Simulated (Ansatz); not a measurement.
Rows from a G0W0 calculation on SiO2 (Fddd) (Ansatz 0.2.0; G0W0 on LDA, plane waves, PAW; PAW set soft_1; 4×4×4 mesh, 683 empty bands, screening to 150 eV, PAW set soft_1 files), in eV. Spin-orbit coupling is left out.

| row | Σx | Σc | Vxc | Z |
| --- | --- | --- | --- | --- |
| A | -6.11 | -3.93 | -11.84 | 0.86 |
| B | -26.59 | 4.12 | -20.73 | 0.80 |
| C | -5.60 | -3.90 | -11.27 | 0.86 |
| D | -6.97 | -3.34 | -11.76 | 0.87 |
| E | -26.59 | 4.06 | -20.84 | 0.80 |
| F | -26.92 | 4.06 | -21.20 | 0.80 |

**Question.** Which rows are filled states and which are empty ones, and how can one tell?

Filled: B, E and F. Empty: A, C and D. The sign of Σc tells: for a filled state bare exchange, which holds its interaction with itself, lies below Vxc (Σx − Vxc is -5.7 eV or lower here) and screening gives part back as a positive Σc. For an empty state Σx lies above Vxc (+4.8 eV or more) and the Coulomb hole leaves Σc negative.

[Runs of the session that timed out or met a known fault of the program may be left out.]

[Cells called generated may have been cut or substituted from an entry of the Crystallography Open Database or the Materials Project.]

[Hosts, paths, dates, database ids (printed as entryN), source tags and the programs' standing remarks are cut or masked in the printed files.]
